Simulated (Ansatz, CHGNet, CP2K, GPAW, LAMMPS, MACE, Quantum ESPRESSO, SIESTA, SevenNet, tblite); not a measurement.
# Which run comes nearest? Glassy 54P2O5-23K2O-23MgO (mol %) (64 atoms)

Density of this cell: 2.49 g/cm³. The cell holds 64 atoms: 14 P, 6 K, 3 Mg and 41 O. Its edges and angles: a = 9.764 Å, b = 9.764 Å, c = 9.764 Å, α = 90.0°, β = 90.0°, γ = 90.0°. 64 atoms (14 P, 6 K, 3 Mg, 41 O) placed at random at 2.49 g/cm³, melted at 4000 K for 10 ps at fixed volume with the Morse and Coulomb pair potential with partial charges (Pedone, Malavasi, Menziani, Cormack and Segre, J. Phys. Chem. B 110, 11780 (2006)). Quenched from 4000 K to 300 K at 6 K/ps and fixed volume, held 10 ps at zero pressure, then minimised at fixed cell.

Geometry: as built.

The reference, a calculation:

| Item | Value |
| --- | --- |
| method | Kohn-Sham DFT, PBE, SSSP efficiency 1.3.0 pseudopotentials, plane waves (Quantum ESPRESSO 7.5); sssp-pbe-1.3.0-efficiency, cutoffs 60/480 Ry, Γ point |
| r.m.s. force component | 1.276 eV/Å |
| longest force | 6.313 eV/Å |
| pressure | 4.191 GPa |
| gap (highest filled to lowest empty level) | 3.541 eV |
| time | 6.2 min on 2 MPI ranks of AMD EPYC 7R13 (Zen 3), shared host |
| CPU time | 12 min |

Runs, in no order:
A. GPAW PBE, LCAO sz(dzp), h 0.18 Å: Kohn-Sham DFT, PBE, PAW, atomic orbitals (sz(dzp))
B. QE PBE, sssp-1.3.0-efficiency, 60/480 Ry, cg: Kohn-Sham DFT, PBE, SSSP efficiency 1.3.0 pseudopotentials, plane waves
C. CP2K PBE, DZVP-MOLOPT-SR, 1200/50 Ry, TRS4 filter 1e-04, SCF 1e-05: Kohn-Sham DFT, PBE, GTH-PBE pseudopotentials, Gaussian and plane waves, DZVP-MOLOPT-SR-GTH, linear-scaling purification of the density matrix
D. SevenNet 0 potential: machine-learned interatomic potential SevenNet 0, trained on PBE(+U) plane-wave data

**Question.** Rank the runs by how far their forces lie from the reference's, least first.

B, D, C, A.

| run | Δ force, r.m.s. (meV/Å) | share of r.m.s. force (%) | CPU time |
| --- | --- | --- | --- |
| B. QE PBE, sssp-1.3.0-efficiency, 60/480 Ry, cg | 0.187 | 0.0147 | 55 min |
| D. SevenNet 0 potential | 167 | 13.1 | 18 s |
| C. CP2K PBE, DZVP-MOLOPT-SR, 1200/50 Ry, TRS4 filter 1e-04, SCF 1e-05 | 420 | 32.9 | 3.8 min |
| A. GPAW PBE, LCAO sz(dzp), h 0.18 Å | 3161 | 248 | 96 s |

Machine-learned potentials mimic data converged in k, so the reference's own k-point error enters their differences. The network of bonds at the start is that of the classical potential that made the cell, and needn't be the one that DFT or experiment would give. The electronic-structure runs sample only Γ, in a cell whose shortest periodic width is 10 Å.

[Hosts, paths, dates, database ids (printed as entryN), source tags and the programs' standing remarks are cut or masked in the printed files.]
